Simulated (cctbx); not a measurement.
## Reading a Patterson map

Space group I4_1/acd (no. 142, origin choice 1), a = 8.4190 Å, b = 8.4190 Å, c = 17.0690 Å, α = 90.00°, β = 90.00°, γ = 90.00°, content Dy8 Ru32 Ga32.

The data are simulated with cctbx, not measured: Mo Kα, λ = 0.71073 Å, to d = 0.65 Å, 95 % of the full sphere, strongest reflection 5000 counts, noise from counting, a 4 % proportional error and a noise floor of 8 counts (s.d.); no absorption.

Patterson synthesis, origin scaled to 1000:

```text
Patterson group I 4/m m m
      u       v       w   height  length (A)
  0.000   0.000   0.000   1000.0     0.00
  0.000   0.500   0.250    495.9     5.99
  0.000   0.000   0.500    352.1     8.53
  0.000   0.000   0.146    212.5     2.49
  0.000   0.296   0.500    178.1     8.89
  0.142   0.142   0.180    156.4     3.51
  0.141   0.361   0.070    156.2     3.47
  0.141   0.141   0.320    155.9     5.71
  0.000   0.500   0.125     96.5     4.72
  0.000   0.266   0.124     93.4     3.08
  0.000   0.231   0.258     92.4     4.82
  0.000   0.222   0.380     80.6     6.74
  0.000   0.285   0.024     77.8     2.43
  0.000   0.195   0.238     77.6     4.38
```

Q: Assign the vectors.

A peak at u stands for all pairs with xi − xj = u, with weight Σ ZiZj against Σ Z² = 127552 at the origin. Peak heights follow these weights only roughly, since form factors, motion and series ripples differ, all vectors within 0.55 Å of a peak are counted as merged into it though the farther ones add only part of their weight, and F(000) is left out, which lowers the whole map:

| u | v | w | shortest length (Å) | height | 1000 ΣZiZj/ΣZ² | pairs in the cell |
| --- | --- | --- | --- | --- | --- | --- |
| 0.000 | 0.500 | 0.250 | 5.99 | 496 | 979 | 32 × Ru–Ga, 8 × Dy–Dy, 16 × Ru–Ru, 16 × Ga–Ga |
| 0.000 | 0.000 | 0.500 | 5.95 | 352 | 273 | 8 × Dy–Dy |
| 0.000 | 0.000 | 0.146 | 2.49 | 212 | 342 | 32 × Ru–Ga |
| 0.000 | 0.296 | 0.500 | 4.55 | 178 | 242 | 8 × Ru–Ru, 16 × Ga–Ga |
| 0.142 | 0.142 | 0.180 | 3.51 | 156 | 310 | 8 × Dy–Ru, 8 × Dy–Ga |
| 0.141 | 0.361 | 0.070 | 3.47 | 156 | 310 | 8 × Dy–Ru, 8 × Dy–Ga |
| 0.141 | 0.141 | 0.320 | 5.26 | 156 | 310 | 8 × Dy–Ru, 8 × Dy–Ga |
| 0.000 | 0.500 | 0.125 | 4.72 | 96 | 121 | 8 × Ru–Ru |
| 0.000 | 0.266 | 0.124 | 3.08 | 93 | 182 | 12 × Ru–Ru |
| 0.000 | 0.231 | 0.258 | 4.81 | 92 | 267 | 8 × Ru–Ru, 8 × Ru–Ga, 8 × Ga–Ga |

The table stops at ten peaks or at a height of 45, below which ripples compete. In the model behind the data Dy, the heaviest element, has 1 independent site: (0, 1/2, 0), up to an allowed shift of origin; the Dy–Dy vectors are differences of these positions and their symmetry mates. The whole model:

| atom | mult. | x | y | z | Ueq (Å²) |
| --- | --- | --- | --- | --- | --- |
| Dy1 | 8 | 0 | 1/2 | 0 | 0.0109 |
| Ru1 | 32 | 0.8478 | 0.3849 | 0.3104 | 0.0117 |
| Ga1 | 32 | 0.6386 | 0.3325 | 0.4156 | 0.0114 |

The model is made up (kin elements in a known structure type, no relaxation), so it says nothing on whether the phase exists.

[Logs are printed without paths, hosts, clocks, repeated set-up lines and the standing remarks that a program may print on its own settings, such as how far it seeks lower states.]
